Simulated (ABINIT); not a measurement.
# Quasiparticle gap of SiO2 (P6_422) in ABINIT, part 2 of 3

Wanted: ground state, empty states, screening and self-energy for SiO2 (P6_422).

ABINIT 10.8.3; LDA and many-body steps on it, plane waves. Known limits of the many-body steps: not at the basis limit; coarse k mesh.

So far. Step 2 (Ground state): The gap is indirect, with the least direct gap 0.19 eV higher.

**3. Bands along the symmetry lines**

Level of this step: DFT, LDA, plane waves, norm-conserving pseudopotentials (ABINIT).

The cheap functional maps the bands first; the places of the edges decide which points the dearer methods must see.

The input, run.abi:

```
acell 3*1.0 Angstrom
rprim 
  5.060522228394 0.000000000001 0.000000000000
  -2.530261114198 4.382540806204 0.000000000000
  0.000000000000 0.000000000000 5.541353310000
ntypat 2
znucl 14 8
natom 9
typat 1 1 1 2 2 2 2 2 2
xred 
  0.000000000000 0.500000000000 0.333333333333
  0.500000000000 0.500000000000 0.666666666667
  0.500000000000 0.000000000000 -0.000000000000
  0.582789260000 0.791394630000 0.833333333333
  0.791394630000 0.582789260000 0.500000000000
  0.791394630000 0.208605370000 0.166666666667
  0.417210740000 0.208605370000 0.833333333333
  0.208605370000 0.417210740000 0.500000000000
  0.208605370000 0.791394630000 0.166666666667
pp_dirpath "pseudos"
pseudos "Si.upf, O.upf"
ecut 36
iscf -2
irdden 1
kptopt 0
nkpt 39
kpt 
  0.00000000 0.00000000 0.00000000
  0.12500000 0.00000000 0.00000000
  0.25000000 0.00000000 0.00000000
  0.37500000 0.00000000 0.00000000
  0.50000000 0.00000000 0.00000000
  0.45833333 0.08333333 0.00000000
  0.41666666 0.16666666 0.00000000
  0.37500000 0.25000000 0.00000000
  0.33333333 0.33333333 0.00000000
  0.25000000 0.25000000 0.00000000
  0.16666666 0.16666666 0.00000000
  0.08333333 0.08333333 0.00000000
  0.00000000 0.00000000 0.00000000
  0.00000000 0.00000000 0.12500000
  0.00000000 0.00000000 0.25000000
  0.00000000 0.00000000 0.37500000
  0.00000000 0.00000000 0.50000000
  0.12500000 0.00000000 0.50000000
  0.25000000 0.00000000 0.50000000
  0.37500000 0.00000000 0.50000000
  0.50000000 0.00000000 0.50000000
  0.45833333 0.08333333 0.50000000
  0.41666666 0.16666666 0.50000000
  0.37500000 0.25000000 0.50000000
  0.33333333 0.33333333 0.50000000
  0.25000000 0.25000000 0.50000000
  0.16666666 0.16666666 0.50000000
  0.08333333 0.08333333 0.50000000
  0.00000000 0.00000000 0.50000000
  0.50000000 0.00000000 0.50000000
  0.50000000 0.00000000 0.37500000
  0.50000000 0.00000000 0.25000000
  0.50000000 0.00000000 0.12500000
  0.50000000 -0.00000000 0.00000000
  0.33333333 0.33333333 0.50000000
  0.33333333 0.33333333 0.37500000
  0.33333333 0.33333333 0.25000000
  0.33333333 0.33333333 0.12500000
  0.33333333 0.33333333 0.00000000
istwfk *1
nband 37
nbdbuf 8
tolwfr 1e-07
nstep 50
prtwf 0
prtvol 0
indata_prefix "in"
outdata_prefix "out"
tmpdata_prefix "tmp"
```

Command:

```
OMP_NUM_THREADS=1 mpirun -n 8 abinit run.abi > log
```

Numbers of over 12 decimals in the logs are rounded to 6 here.

What it wrote:

```text
.Version 10.8.3 of ABINIT. v10.8.2 released Aug 2026.

 Symmetries : space group P6_4 2 2 (#181); Bravais hP (primitive hexag.)
[... echo of the input left out ...]
== DATASET  1 ==================================================================
-   mpi_nproc: 8, omp_nthreads: 1 (-1 if OMP is not activated)

--- !DatasetInfo
iteration_state: {dtset: 1, }
dimensions: {natom: 9, nkpt: 39, mband: 37, nsppol: 1, nspinor: 1, nspden: 1, mpw: 8607, }
cutoff_energies: {ecut:  36.0, pawecutdg:  -1.0, }
electrons: {nelect:   4.80000000E+01, charge:   0.00000000E+00, occopt:   1.00000000E+00, tsmear:   1.00000000E-02, }

 Real(R)+Recip(G) space primitive vectors, cartesian coordinates (Bohr,Bohr^-1):
 R(1)=  9.5630011  0.0000000  0.0000000  G(1)=  0.1045697  0.0603733  0.0000000
 R(2)= -4.7815005  8.2818019  0.0000000  G(2)=  0.0000000  0.1207467  0.0000000
 R(3)=  0.0000000  0.0000000 10.4716401  G(3)=  0.0000000  0.0000000  0.0954960
 Unit cell volume ucvol=  8.2934217E+02 bohr^3
 Angles (23,13,12)=  9.00000000E+01  9.00000000E+01  1.20000000E+02 degrees

 getcut: wavevector=  0.0000  0.0000  0.0000  ngfft=  54  54  60
         ecut(hartree)=     36.000   => boxcut(ratio)=   2.09114

--- Pseudopotential description ------------------------------------------------
- Si Generated using ONCVPSP code by D. R. Hamann
- 14.00000   4.00000  180309                  znucl, zion, pspdat
12 -1012 2 -1 1510                            pspcod,pspxc,lmax,lloc,mmax
     nproj     2     2     2
  pspatm : epsatm=    6.67003958
         --- l  ekb(1:nproj) -->
             0    5.565958    0.856966
             1    2.726111    0.629828
             2   -2.124804   -0.444604
 pspatm: atomic psp has been read  and splines computed

- O Generated using ONCVPSP code by D. R. Hamann
-  8.00000   6.00000  201201                  znucl, zion, pspdat
12 -1012 2 -1 926                             pspcod,pspxc,lmax,lloc,mmax
     nproj     2     2     1
  pspatm : epsatm=    6.27558587
         --- l  ekb(1:nproj) -->
[...]
2   -1.033686
 pspatm: atomic psp has been read  and splines computed

--------------------------------------------------------------------------------

================================================================================
 prteigrs : about to open file out_EIG
 Non-SCF case, kpt    1 (  0.00000  0.00000  0.00000), residuals and eigenvalues=
  2.68E-08  1.29E-08  6.96E-08  7.43E-08  1.57E-08  4.94E-08  2.19E-08  6.29E-08
  2.90E-08  3.14E-08  2.01E-08  3.10E-08  2.43E-08  1.79E-08  2.65E-08  6.21E-08
  2.95E-08  7.85E-08  8.76E-08  4.06E-08  9.09E-08  6.04E-08  7.93E-08  4.57E-08
[...]
6.32E-05  3.12E-04  1.59E-05  5.41E-04  9.37E-04
 -7.1704E-01 -6.6169E-01 -6.6169E-01 -6.3871E-01 -6.3664E-01 -6.3664E-01
 -3.3095E-01 -3.3095E-01 -2.2799E-01 -2.1756E-01 -2.1416E-01 -2.1416E-01
[...]
4.5175E-01

--- !ResultsGS
iteration_state: {dtset: 1, }
comment   : Summary of ground state results
lattice_vectors:
- [  9.5630011,   0.0000000,   0.0000000, ]
- [ -4.7815005,   8.2818019,   0.0000000, ]
- [  0.0000000,   0.0000000,  10.4716401, ]
lattice_lengths: [   9.56300,    9.56300,   10.47164, ]
lattice_angles: [ 90.000,  90.000, 120.000, ] # degrees, (23, 13, 12)
lattice_volume:   8.2934217E+02
convergence: {deltae:  0.000E+00, res2:  0.000E+00, residm:  9.998E-08, diffor:  0.000E+00, }
etotal    :  -1.12305650E+02
entropy   :   0.00000000E+00
fermie    :  -1.44088442E-02
cartesian_stress_tensor: null
pressure_GPa: null
xred      :
- [  2.2332E-17,   5.0000E-01,   3.3333E-01, Si]
- [  5.0000E-01,   5.0000E-01,   6.6667E-01, Si]
- [  5.0000E-01,   5.3577E-30,   1.8504E-17, Si]
- [  5.8279E-01,   7.9139E-01,   8.3333E-01,  O]
- [  7.9139E-01,   5.8279E-01,   5.0000E-01,  O]
- [  7.9139E-01,   2.0861E-01,   1.6667E-01,  O]
- [  4.1721E-01,   2.0861E-01,   8.3333E-01,  O]
- [  2.0861E-01,   4.1721E-01,   5.0000E-01,  O]
- [  2.0861E-01,   7.9139E-01,   1.6667E-01,  O]
cartesian_forces: null
force_length_stats: {min: null, max: null, mean: null, }

 Integrated electronic density in atomic spheres:
 ------------------------------------------------
 Atom  Sphere_radius  Integrated_density
[...]
================================================================================

 ----iterations are completed or convergence reached----

 Mean square residual over all n,k,spin=   49.222E-09; max=  99.976E-09
 reduced coordinates (array xred) for    9 atoms
[...]
0.208605370000      0.417210740000      0.500000000000
       0.208605370000      0.791394630000      0.166666666667

 cartesian coordinates (angstrom) at end:
    1     -1.265131     2.191270     1.847118
    2      1.265131     2.191270     3.694236
    3      2.530261     5e-13     0.000000
[...]
8     -4.2e-13     1.828443     2.770677
    9     -0.946783     3.468319     0.923559
 length scales=  1.889726125908  1.889726125908  1.889726125908 bohr
              =  1.000000000000  1.000000000000  1.000000000000 angstroms
 prteigrs : about to open file out_EIG
 Eigenvalues (hartree) for nkpt=  39  k points:
 kpt#   1, nband= 37, wtk=  1.00000, kpt=  0.0000  0.0000  0.0000 (reduced coord)
[...]
kpt#   2, nband= 37, wtk=  1.00000, kpt=  0.1250  0.0000  0.0000 (reduced coord)
[...]
kpt#   3, nband= 37, wtk=  1.00000, kpt=  0.2500  0.0000  0.0000 (reduced coord)
[...]
kpt#  38, nband= 37, wtk=  1.00000, kpt=  0.3333  0.3333  0.1250 (reduced coord)
[...]
0.39842    0.41153    0.41887    0.45593    0.46043
 kpt#  39, nband= 37, wtk=  1.00000, kpt=  0.3333  0.3333  0.0000 (reduced coord)
[...]
-0.09032   -0.09032   -0.07995   -0.06827   -0.06827   -0.03236   -0.03236   -0.01664
   0.28918    0.28918    0.31047    0.32678    0.35122    0.35122    0.38806    0.38807
   0.40682    0.42336    0.43646    0.43651    0.45175

== END DATASET(S) ==============================================================
================================================================================

 -outvars: echo values of variables after computation  --------
            nband          37
             nkpt          39
          spgroup         181
 [... the other variables as echoed above ...]

 Calculation completed.
```

It took 30 s on 8 MPI ranks of Arm Neoverse V2, shared host; peak memory 0.78 GiB.

Numbers from this step:

```yaml
gap: 5.498 eV
k_of_the_valence_top: 0, 0, 0.375
k_of_the_conduction_bottom: 0, 0, 0
least_direct_gap: 5.695 eV
```

The gap is 5.498 eV, −0.004 eV from the run before at this level.

Electronic bands along the path, in eV, zero at the top of the highest filled band:

```
    point  band 21  band 22  band 23  band 24  band 25  band 26  band 27  band 28
        Γ    -1.00    -0.48    -0.48    -0.20     5.50     8.72     8.72     8.98
  halfway    -1.08    -0.63    -0.36    -0.18     6.30     8.64     8.99     9.16
        M    -1.18    -1.01    -0.35     0.00     7.53     8.34     9.37     9.45
  halfway    -1.28    -0.75    -0.36    -0.04     7.74     8.41     9.07     9.31
        K    -1.47    -0.49    -0.49    -0.06     8.26     8.26     8.84     9.28
  halfway    -0.98    -0.78    -0.29    -0.18     6.53     8.77     8.80     9.32
        Γ    -1.00    -0.48    -0.48    -0.20     5.50     8.72     8.72     8.98
  halfway    -0.97    -0.48    -0.13    -0.08     6.04     8.42     8.45     8.91
        A    -1.18    -0.29    -0.01    -0.01     7.30     7.30     8.23     9.57
  halfway    -1.07    -0.50    -0.28    -0.17     7.77     7.84     8.84     9.31
        L    -0.94    -0.74    -0.71    -0.35     8.50     8.93     8.99     9.15
  halfway    -0.93    -0.81    -0.73    -0.45     8.48     9.00     9.05     9.41
        H    -0.92    -0.89    -0.68    -0.68     8.50     9.16     9.16     9.36
  halfway    -1.05    -0.56    -0.32    -0.25     7.90     8.01     9.00     9.28
        A    -1.18    -0.29    -0.01    -0.01     7.30     7.30     8.23     9.57
jump to L    -0.94    -0.74    -0.71    -0.35     8.50     8.93     8.99     9.15
  halfway    -1.20    -0.88    -0.46    -0.16     7.84     8.54     9.18     9.60
        M    -1.18    -1.01    -0.35     0.00     7.53     8.34     9.37     9.45
jump to H    -0.92    -0.89    -0.68    -0.68     8.50     9.16     9.16     9.36
  halfway    -1.19    -0.63    -0.57    -0.26     8.42     8.44     9.09     9.54
        K    -1.47    -0.49    -0.49    -0.06     8.26     8.26     8.84     9.28
```

**4. Empty states on the mesh, 3×3×2 mesh, 236 bands**

The sums over transitions need many empty states on a uniform mesh; this step solves for them.

The input, run.abi:

```
acell 3*1.0 Angstrom
rprim 
  5.060522228394 0.000000000001 0.000000000000
  -2.530261114198 4.382540806204 0.000000000000
  0.000000000000 0.000000000000 5.541353310000
ntypat 2
znucl 14 8
natom 9
typat 1 1 1 2 2 2 2 2 2
xred 
  0.000000000000 0.500000000000 0.333333333333
  0.500000000000 0.500000000000 0.666666666667
  0.500000000000 0.000000000000 -0.000000000000
  0.582789260000 0.791394630000 0.833333333333
  0.791394630000 0.582789260000 0.500000000000
  0.791394630000 0.208605370000 0.166666666667
  0.417210740000 0.208605370000 0.833333333333
  0.208605370000 0.417210740000 0.500000000000
  0.208605370000 0.791394630000 0.166666666667
pp_dirpath "pseudos"
pseudos "Si.upf, O.upf"
ecut 36
ngkpt 3 3 2
nshiftk 1
shiftk 0 0 0
kptopt 1
chksymbreak 0
iscf -2
irdden 1
istwfk *1
nband 236
nbdbuf 20
tolwfr 1e-09
nstep 60
prtvol 0
indata_prefix "in"
outdata_prefix "out"
tmpdata_prefix "tmp"
```

Command:

```
OMP_NUM_THREADS=1 mpirun -n 6 abinit run.abi > log
```

What it wrote:

```text
.Version 10.8.3 of ABINIT. v10.8.2 released Aug 2026.

 Symmetries : space group P6_4 2 2 (#181); Bravais hP (primitive hexag.)
[... echo of the input left out ...]
== DATASET  1 ==================================================================
-   mpi_nproc: 6, omp_nthreads: 1 (-1 if OMP is not activated)

--- !DatasetInfo
iteration_state: {dtset: 1, }
dimensions: {natom: 9, nkpt: 6, mband: 236, nsppol: 1, nspinor: 1, nspden: 1, mpw: 8607, }
cutoff_energies: {ecut:  36.0, pawecutdg:  -1.0, }
electrons: {nelect:   4.80000000E+01, charge:   0.00000000E+00, occopt:   1.00000000E+00, tsmear:   1.00000000E-02, }

 Real(R)+Recip(G) space primitive vectors, cartesian coordinates (Bohr,Bohr^-1):
 R(1)=  9.5630011  0.0000000  0.0000000  G(1)=  0.1045697  0.0603733  0.0000000
 R(2)= -4.7815005  8.2818019  0.0000000  G(2)=  0.0000000  0.1207467  0.0000000
 R(3)=  0.0000000  0.0000000 10.4716401  G(3)=  0.0000000  0.0000000  0.0954960
 Unit cell volume ucvol=  8.2934217E+02 bohr^3
 Angles (23,13,12)=  9.00000000E+01  9.00000000E+01  1.20000000E+02 degrees

 getcut: wavevector=  0.0000  0.0000  0.0000  ngfft=  54  54  60
         ecut(hartree)=     36.000   => boxcut(ratio)=   2.09114

--- Pseudopotential description ------------------------------------------------
- Si Generated using ONCVPSP code by D. R. Hamann
- 14.00000   4.00000  180309                  znucl, zion, pspdat
12 -1012 2 -1 1510                            pspcod,pspxc,lmax,lloc,mmax
     nproj     2     2     2
  pspatm : epsatm=    6.67003958
         --- l  ekb(1:nproj) -->
             0    5.565958    0.856966
             1    2.726111    0.629828
             2   -2.124804   -0.444604
 pspatm: atomic psp has been read  and splines computed

- O Generated using ONCVPSP code by D. R. Hamann
-  8.00000   6.00000  201201                  znucl, zion, pspdat
12 -1012 2 -1 926                             pspcod,pspxc,lmax,lloc,mmax
     nproj     2     2     1
  pspatm : epsatm=    6.27558587
         --- l  ekb(1:nproj) -->
[...]
2   -1.033686
 pspatm: atomic psp has been read  and splines computed

--------------------------------------------------------------------------------

================================================================================
 prteigrs : about to open file out_EIG
 Non-SCF case, kpt    1 (  0.00000  0.00000  0.00000), residuals and eigenvalues=
  9.03E-10  7.10E-11  9.38E-10  7.09E-11  5.13E-11  6.12E-10  9.60E-11  1.17E-10
  1.45E-10  1.46E-10  1.17E-10  1.56E-10  1.26E-10  6.61E-11  1.64E-10  1.00E-10
  1.69E-10  1.11E-10  1.73E-10  8.01E-11  1.11E-10  8.66E-11  1.30E-10  1.23E-10
[...]
3.98E-06  4.62E-05  4.76E-05  7.04E-04
 -7.1704E-01 -6.6169E-01 -6.6169E-01 -6.3871E-01 -6.3664E-01 -6.3664E-01
 -3.3095E-01 -3.3095E-01 -2.2799E-01 -2.1756E-01 -2.1416E-01 -2.1416E-01
 -1.2147E-01 -1.2118E-01 -1.2118E-01 -1.0916E-01 -7.9154E-02 -7.8912E-02
[...]
2.7184E+00  2.7210E+00  2.7818E+00  2.7818E+00  2.8054E+00  2.8126E+00
  2.8126E+00  2.8262E+00  2.8269E+00  2.8269E+00  2.8665E+00  2.8666E+00
  2.8788E+00  2.9230E+00
 prteigrs : prtvol=0 or 1, do not print more k-points.

--- !ResultsGS
iteration_state: {dtset: 1, }
comment   : Summary of ground state results
lattice_vectors:
- [  9.5630011,   0.0000000,   0.0000000, ]
- [ -4.7815005,   8.2818019,   0.0000000, ]
- [  0.0000000,   0.0000000,  10.4716401, ]
lattice_lengths: [   9.56300,    9.56300,   10.47164, ]
lattice_angles: [ 90.000,  90.000, 120.000, ] # degrees, (23, 13, 12)
lattice_volume:   8.2934217E+02
convergence: {deltae:  0.000E+00, res2:  0.000E+00, residm:  9.940E-10, diffor:  0.000E+00, }
etotal    :  -1.12305650E+02
entropy   :   0.00000000E+00
fermie    :  -1.44088442E-02
cartesian_stress_tensor: null
pressure_GPa: null
xred      :
- [  2.2332E-17,   5.0000E-01,   3.3333E-01, Si]
- [  5.0000E-01,   5.0000E-01,   6.6667E-01, Si]
- [  5.0000E-01,   5.3577E-30,   1.8504E-17, Si]
- [  5.8279E-01,   7.9139E-01,   8.3333E-01,  O]
- [  7.9139E-01,   5.8279E-01,   5.0000E-01,  O]
- [  7.9139E-01,   2.0861E-01,   1.6667E-01,  O]
- [  4.1721E-01,   2.0861E-01,   8.3333E-01,  O]
- [  2.0861E-01,   4.1721E-01,   5.0000E-01,  O]
- [  2.0861E-01,   7.9139E-01,   1.6667E-01,  O]
cartesian_forces: null
force_length_stats: {min: null, max: null, mean: null, }

 Integrated electronic density in atomic spheres:
 ------------------------------------------------
 Atom  Sphere_radius  Integrated_density
[...]
================================================================================

 ----iterations are completed or convergence reached----

 Mean square residual over all n,k,spin=   35.121E-11; max=  99.395E-11
 reduced coordinates (array xred) for    9 atoms
[...]
0.208605370000      0.417210740000      0.500000000000
       0.208605370000      0.791394630000      0.166666666667

 cartesian coordinates (angstrom) at end:
    1     -1.265131     2.191270     1.847118
    2      1.265131     2.191270     3.694236
[...]
9     -0.946783     3.468319     0.923559
 length scales=  1.889726125908  1.889726125908  1.889726125908 bohr
              =  1.000000000000  1.000000000000  1.000000000000 angstroms
 prteigrs : about to open file out_EIG
 Eigenvalues (hartree) for nkpt=   6  k points:
 kpt#   1, nband=236, wtk=  0.05556, kpt=  0.0000  0.0000  0.0000 (reduced coord)
[...]
2.70438    2.70438    2.70724    2.71552    2.71552    2.71839    2.71839    2.72100
   2.78181    2.78181    2.80537    2.81257    2.81257    2.82621    2.82687    2.82688
   2.86649    2.86656    2.87881    2.92305
 prteigrs : prtvol=0 or 1, do not print more k-points.

== END DATASET(S) ==============================================================
================================================================================

 -outvars: echo values of variables after computation  --------
            nband         236
             nkpt           6
          spgroup         181
 [... the other variables as echoed above ...]

 Calculation completed.
```

Wall time 87 s (6 MPI ranks); peak memory 0.8 GiB; 8.7 min of CPU time.

This step gave:

```yaml
gap: 5.503 eV
k_of_the_valence_top: 0, 0, 0.5
k_of_the_conduction_bottom: 0, 0, 0
least_direct_gap: 5.695 eV
k_points_computed: 6
lowest_point_of_the_top_converged_band_above_the_valence_top: 73.6503 eV
```

On this mesh the gap is 5.503 eV.

**5. Screening, 3×3×2 mesh, 216 bands, screening to 106.1 eV**

The RPA dielectric matrix is built and inverted for each q.

This step: RPA screening on LDA, plane waves, norm-conserving pseudopotentials.

Changes to run.abi since step 4:

```diff
@@ -27,10 +27,11 @@
 chksymbreak 0
-iscf -2
-irdden 1
 istwfk *1
-nband 236
-nbdbuf 20
-tolwfr 1e-09
-nstep 60
-prtvol 0
+occopt 1
+irdwfk 1
+optdriver 3
+nband 216
+ecuteps 3.9
+inclvkb 2
+awtr 1
+symchi 1
 indata_prefix "in"
```

Command:

```
OMP_NUM_THREADS=1 mpirun -n 8 abinit run.abi > log
```

What it wrote:

```text
.Version 10.8.3 of ABINIT. v10.8.2 released Aug 2026.

 Symmetries : space group P6_4 2 2 (#181); Bravais hP (primitive hexag.)
[... echo of the input left out ...]
== DATASET  1 ==================================================================
-   mpi_nproc: 8, omp_nthreads: 1 (-1 if OMP is not activated)

--- !DatasetInfo
iteration_state: {dtset: 1, }
dimensions: {natom: 9, nkpt: 6, mband: 216, nsppol: 1, nspinor: 1, nspden: 1, mpw: 8607, }
cutoff_energies: {ecut:  36.0, pawecutdg:  -1.0, }
electrons: {nelect:   4.80000000E+01, charge:   0.00000000E+00, occopt:   1.00000000E+00, tsmear:   1.00000000E-02, }

 SCREENING: Calculation of the susceptibility and dielectric matrices

 Based on a program developped by R.W. Godby, V. Olevano, G. Onida, and L. Reining.
 Incorporated in ABINIT by V. Olevano, G.-M. Rignanese, and M. Torrent.
.Using double precision arithmetic ; gwpc =  8

[... cell and pseudopotentials left out ...]
--------------------------------------------------------------------------------

 ==== K-mesh for the wavefunctions ====
 Number of points in the irreducible wedge :     6
[... list of points left out ...]
 Together with 12 symmetry operations and time-reversal symmetry
 yields    18 points in the full Brillouin Zone.

 ==== Q-mesh for the screening function ====
 Number of points in the irreducible wedge :     6
[... list of points left out ...]
 Together with 12 symmetry operations and time-reversal symmetry
 yields    18 points in the full Brillouin Zone.

 setmesh: FFT mesh size selected  =    36x   36x   45
          total number of points  =        58320

 vcoul_init : cutoff-mode = AUXILIARY_FUNCTION
 q-points for optical limit:   1
     1)      0.000010    0.000020    0.000030

- screening: taking advantage of time-reversal symmetry
- Maximum band index for partially occupied states nbvw = 24
- Remaining bands to be divided among processors   nbcw = 192
- Number of bands treated by each node ~24

 Number of electrons calculated from density =   48.0000; Expected =   48.0000
 average of density, n =  0.057877
 r_s =    1.6037
 omega_plasma =   23.2065 [eV]

 calculating chi0 at frequencies [eV] :
  1    0.000000E+00    0.000000E+00
  2    0.000000E+00    2.320648E+01

--------------------------------------------------------------------------------
  q-point number  1        q = ( 0.000000, 0.000000, 0.000000) [r.l.u.]
--------------------------------------------------------------------------------
[... chi0 elements left out ...]
 For q-point:  0.000010 0.000020 0.000030
  dielectric constant =   2.2898
  dielectric constant without local fields =   2.4766

  Average fulfillment of the sum rule on Im[epsilon] for q-point    1 :     68.47  [%]
[... wings left out ...]
  q-point number  2        q = ( 0.333333, 0.000000, 0.000000) [r.l.u.]
--------------------------------------------------------------------------------
[... chi0 elements left out ...]
  Average fulfillment of the sum rule on Im[epsilon] for q-point    2 :     73.71  [%]

 [... 4 further q-points ...]
```

The job ended after 67 s (8 MPI ranks; peak memory 3.6 GiB).

Numbers from this step:

- ε∞ with local fields, on this mesh, along the program's q direction: 2.290
- the same without local fields: 2.477
- plasma frequency: 23.21 eV
- plane waves in the screening matrix: 303

Local fields lower ε∞ by 8 %. On a Γ-centred mesh this coarse the value itself is usually too large, while a short band sum pulls it down.

[end of part 2 of 3]

[Paths, hosts, dates, memory and timing lines, banners, echoed tables and standing remarks are left out of the program output.]

[Logs are printed without paths, hosts, clocks, repeated set-up lines and the standing remarks that a program may print on its own settings, such as how far it seeks lower states.]

[Runs of the session that timed out or met a known fault of the program may be left out.]

[Hosts, paths, dates, database ids (printed as entryN), source tags and the programs' standing remarks are cut or masked in the printed files.]

[G0W0 gaps are taken among the corrected bands and points alone; a level outside them can change the order at an edge.]

[Where Ansatz stands beside ABINIT at settings called matched, ABINIT's density can come from a denser mesh and the files from another edition; pairs whose starting gaps differed by over 0.03 eV were left out, so agreement reads better than it is.]
